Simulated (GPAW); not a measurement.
# TiSi2P4 monolayer: work function by functional and basis, part 2 of 2

Aim: the work function of both faces of TiSi2P4 monolayer, and its spread over functionals and bases.

GPAW 26.7.0; GPAW, PAW setups; layer in a repeated cell with vacuum, relaxation of atoms and in-plane cell (the session's first sound run).

So far, upper work function (eV): step 3 (the slab's potential, PBE, GPAW) 5.55; step 5 (OptPBE vdW: xc = "optPBE-vdW", GPAW, PAW setups, GPAW) 5.75; step 6 (self-consistent run: xc = "LDA") 5.78; step 7 (self-consistent run: xc = "RPBE") 5.46; step 8 (self-consistent run: xc = "vdW-DF2", GPAW, PAW setups, GPAW) 5.89.

### Step 9. Real-space grid: mode = "fd"

A real-space grid is a second complete basis, so it checks the plane-wave result.

File run.py:

```python
import json
import numpy as np
from ase import Atoms
from gpaw import GPAW

slab = Atoms(
    ['P', 'Si', 'P', 'Ti', 'P', 'Si', 'P'],
    positions=[
        [-0.00000, 0.00000, 7.00000],
        [0.00000, 2.05335, 8.00422],
        [0.00000, 2.05335, 10.26491],
        [0.00000, 0.00000, 11.68577],
        [0.00000, 2.05335, 13.10663],
        [0.00000, 2.05335, 15.36733],
        [0.00000, 0.00000, 16.37154]],
    cell=[[3.5565, -0.0, 0.0], [-1.77825, 3.08002, 0.0], [0.0, 0.0, 23.3715]],
    pbc=[True, True, False])

slab.calc = GPAW(mode='fd', h=0.18, xc='PBE', kpts={'size': (9, 9, 1), 'gamma': True},
                 occupations={'name': 'fermi-dirac', 'width': 0.05}, nbands='200%',
                 convergence={'density': 1e-05}, maxiter=200,
                 poissonsolver={'dipolelayer': 'xy'},
                 symmetry={'tolerance': 1e-3}, txt='slab.txt')
result = {}
energy = slab.get_potential_energy()
fermi = slab.calc.get_fermi_level()
v = slab.calc.get_electrostatic_potential().mean((0, 1)) - fermi
n = slab.calc.get_pseudo_density().mean((0, 1))
L = slab.cell[2, 2]
z = np.arange(len(v)) * L / len(v)
low, high = slab.positions[:, 2].min(), slab.positions[:, 2].max()
below, above = np.interp([low - 4.8, high + 4.8], z, v)
slopes = [np.interp(x, z, np.gradient(v, z)) for x in (low - 4.8, high + 4.8)]
eps = np.array([[slab.calc.get_eigenvalues(k, s) for k in range(len(slab.calc.get_ibz_k_points()))]
                for s in range(slab.calc.get_number_of_spins())]) - fermi
top, bottom = eps[eps < 0].max(), eps[eps > 0].min()
dipole = slab.get_dipole_moment()[2]
print(f'energy {energy:.4f} eV, Fermi level {fermi:.4f} eV, dipole {dipole:.5f} e A')
print(f'potential 4.8 A off the faces, from the Fermi level: lower {below:.4f} eV, upper {above:.4f} eV')
print(f'slope of the potential there: lower {slopes[0]:.5f}, upper {slopes[1]:.5f} eV/A')
print(f'nearest levels on the mesh: {top:.4f} and {bottom:.4f} eV')
print('magnetic moment', round(slab.get_magnetic_moment(), 3))
result.update(energy=energy, fermi=fermi, dipole=dipole, below=below, above=above, slopes=slopes, edges=[top, bottom],
              z=z.tolist(), v=v.tolist(), n=n.tolist(), positions=slab.positions.tolist(),
              forces=slab.get_forces(apply_constraint=False).tolist(), moments=slab.get_magnetic_moments().tolist())
json.dump(result, open('result.json', 'w'))
```

On the command line:

```bash
> OMP_NUM_THREADS=1 OPENBLAS_NUM_THREADS=1 python run.py
```

Wall time 2.8 min (1 thread of Arm Neoverse V1, shared host); peak memory 0.59 GiB.

Numbers from this step:

```
dipole along the normal                    : 7.77e-4 e·Å
levels nearest the Fermi level on the mesh : -0.02207, 0.08789 eV from the Fermi level
upper work function                        : 5.552 eV
lower work function                        : 5.565 eV
```

The electrostatic potential energy of an electron (without an applied field's), less the Fermi level, planar mean oscillates, so the rows of the table below give means over windows of 1.64 Å about each position, cut where the curve ends. Its maxima inside the range that stand out by 2 % of the span (Å: eV): 7.6: -10.7, 9.2: 2.08, 11.0: -4.73, 12.4: -4.73, 14.2: 2.08, 15.8: -10.7. Its minima: 7.0: -13.9, 7.9: -12.1, 10.3: -11.6, 11.7: -13.1, 13.1: -11.6, 15.4: -12.1, 16.3: -13.9.

Table of electrostatic potential energy of an electron (without an applied field's), less the Fermi level, planar mean by z; means over each step:

```tsv
z (Å)	electrostatic potential energy of an electron (without an applied field's), less the Fermi level, planar mean (eV)
0.82	5.57
2.46	5.57
4.10	5.54
5.74	3.15
7.38	-11.3
9.02	-1.35
10.66	-7.99
12.30	-8.92
13.94	-2.01
15.58	-10.4
17.22	-0.633
18.86	5.48
20.50	5.55
22.14	5.55
```

The upper face's work function is 5.552 eV, against 5.549 eV in the first plane-wave PBE run at this geometry.

### Step 10. Atomic orbitals: mode = "lcao"

Atom-centred orbitals end a few angstrom from the surface, which tests how much the density's tail matters.

Edit run.py of step 9 so:

```diff
@@ -18,4 +18,4 @@
 
-slab.calc = GPAW(mode='fd', h=0.18, xc='PBE', kpts={'size': (9, 9, 1), 'gamma': True},
-                 occupations={'name': 'fermi-dirac', 'width': 0.05}, nbands='200%',
+slab.calc = GPAW(mode='lcao', basis='dzp', h=0.18, xc='PBE', kpts={'size': (9, 9, 1), 'gamma': True},
+                 occupations={'name': 'fermi-dirac', 'width': 0.05}, nbands='120%',
                  convergence={'density': 1e-05}, maxiter=200,
```

Elapsed: 2.2 min, on 1 thread; peak memory 0.31 GiB.

Numbers from this step:

```
levels nearest the Fermi level on the mesh : -0.02542, 0.09084 eV from the Fermi level
upper work function                        : 5.329 eV
lower work function                        : 5.342 eV
```

The electrostatic potential energy of an electron (without an applied field's), less the Fermi level, planar mean oscillates, so the rows of the table below give means over windows of 1.64 Å about each position, cut where the curve ends. Its maxima inside the range that stand out by 2 % of the span (Å: eV): 7.6: -10.9, 9.2: 2.05, 11.0: -4.82, 12.4: -4.82, 14.2: 2.04, 15.8: -10.9. Its minima: 7.0: -14.0, 7.9: -12.2, 10.3: -11.6, 11.7: -13.2, 13.1: -11.6, 15.4: -12.2, 16.3: -14.0.

Electrostatic potential energy of an electron (without an applied field's), less the Fermi level, planar mean against z; means over each step:

```tsv
z (Å)	electrostatic potential energy of an electron (without an applied field's), less the Fermi level, planar mean (eV)
0.82	5.34
2.46	5.34
4.10	5.34
5.74	3.08
7.38	-11.4
9.02	-1.38
10.66	-8.03
12.30	-9.00
13.94	-2.03
15.58	-10.5
17.22	-0.687
18.86	5.29
20.50	5.33
22.14	5.33
```

The upper face's work function is 5.329 eV, against 5.549 eV in the first plane-wave PBE run at this geometry.

### Step 11. All levels side by side

Times are for 1 thread of Arm Neoverse V1, shared host. The series side by side:

```tsv
no.	run	upper work function (eV)	lower work function (eV)	time	memory (GiB)
1	pw	5.549	5.562	65 s	0.23
2	revPBE	5.459	5.472	66 s	0.23
3	optPBE vdW	5.755	5.768	82 s	0.41
4	LDA	5.780	5.793	64 s	0.24
5	RPBE	5.460	5.473	67 s	0.24
6	vdW DF2	5.887	5.900	84 s	0.41
7	fd	5.552	5.565	2.8 min	0.59
8	lcao	5.329	5.342	2.2 min	0.31
```

### Step 12. Side by side

Results and costs are gathered.

This step: comparison of work functions, dipole and cost (GPAW 26.7.0).

Ladder, by row:

```tsv
step	code	work function, upper (eV)	work function, lower (eV)	dipole (e Å)	wall time (s)	peak memory (GiB)	threads
pw	GPAW	5.549	5.562	7.79e-4	65.16	0.23	1
revPBE	GPAW	5.459	5.472	7.78e-4	65.74	0.23	1
optPBE-vdW	GPAW	5.755	5.768	7.79e-4	82.35	0.41	1
LDA	GPAW	5.78	5.793	7.80e-4	63.82	0.24	1
RPBE	GPAW	5.46	5.473	7.78e-4	66.55	0.24	1
vdW-DF2	GPAW	5.887	5.9	7.80e-4	83.78	0.41	1
fd	GPAW	5.552	5.565	7.77e-4	166.6	0.59	1
lcao	GPAW	5.329	5.342	7.77e-4	134.8	0.31	1
```

### Step 13. A changed run

One more run, with changed settings.

This step: GPAW, PAW setups; slab in vacuum (GPAW 26.7.0).

Edit run.py of step 10 so:

```diff
@@ -3,3 +3,3 @@
 from ase import Atoms
-from gpaw import GPAW
+from gpaw import GPAW, PW
 
@@ -18,5 +18,5 @@
 
-slab.calc = GPAW(mode='lcao', basis='dzp', h=0.18, xc='PBE', kpts={'size': (9, 9, 1), 'gamma': True},
-                 occupations={'name': 'fermi-dirac', 'width': 0.05}, nbands='120%',
-                 convergence={'density': 1e-05}, maxiter=200,
+slab.calc = GPAW(mode=PW(100), xc='PBE', kpts={'size': (9, 9, 1), 'gamma': True},
+                 occupations={'name': 'fermi-dirac', 'width': 0.05}, nbands='200%',
+                 convergence={'density': 1e-05}, maxiter=75,
                  poissonsolver={'dipolelayer': 'xy'},
```

Wall time 14 s (1 thread); peak memory 0.14 GiB.

The run finished. A setting was moved off its sound value on purpose, so it serves as a test and not as the result.

The fault put into the input: a cutoff far too low (ecut = 100).

### Step 14. Results

| Quantity | Value |
| --- | --- |
| work function, upper and lower face | 5.549 and 5.562 eV |
| dipole along the normal | 7.8e-4 e Å |

In words: With plane waves and PBE the work function is 5.55 eV on the upper face and 5.56 eV on the lower. Over the sound runs of the table the upper face's work function spans 5.329 (lcao) to 5.887 eV (vdW-DF2). Atomic orbitals miss the plane-wave value by -0.22 eV, since they describe the tail of the density in the vacuum poorly. The small printed dipole stands for a step of -13 meV from the lower to the upper face, and the probes find -13 meV; values this small are near the numerical noise of both. The runs had no spin polarisation, so a magnetic state, which thin layers of d-metal atoms can have, wasn't tested. The layer's cell and atoms come from the relaxation; spin-orbit coupling and temperature are left out.

[Logs are printed without paths, hosts, clocks, repeated set-up lines and the standing remarks that a program may print on its own settings, such as how far it seeks lower states.]

[Hosts, paths, dates, database ids (printed as entryN), source tags and the programs' standing remarks are cut or masked in the printed files.]
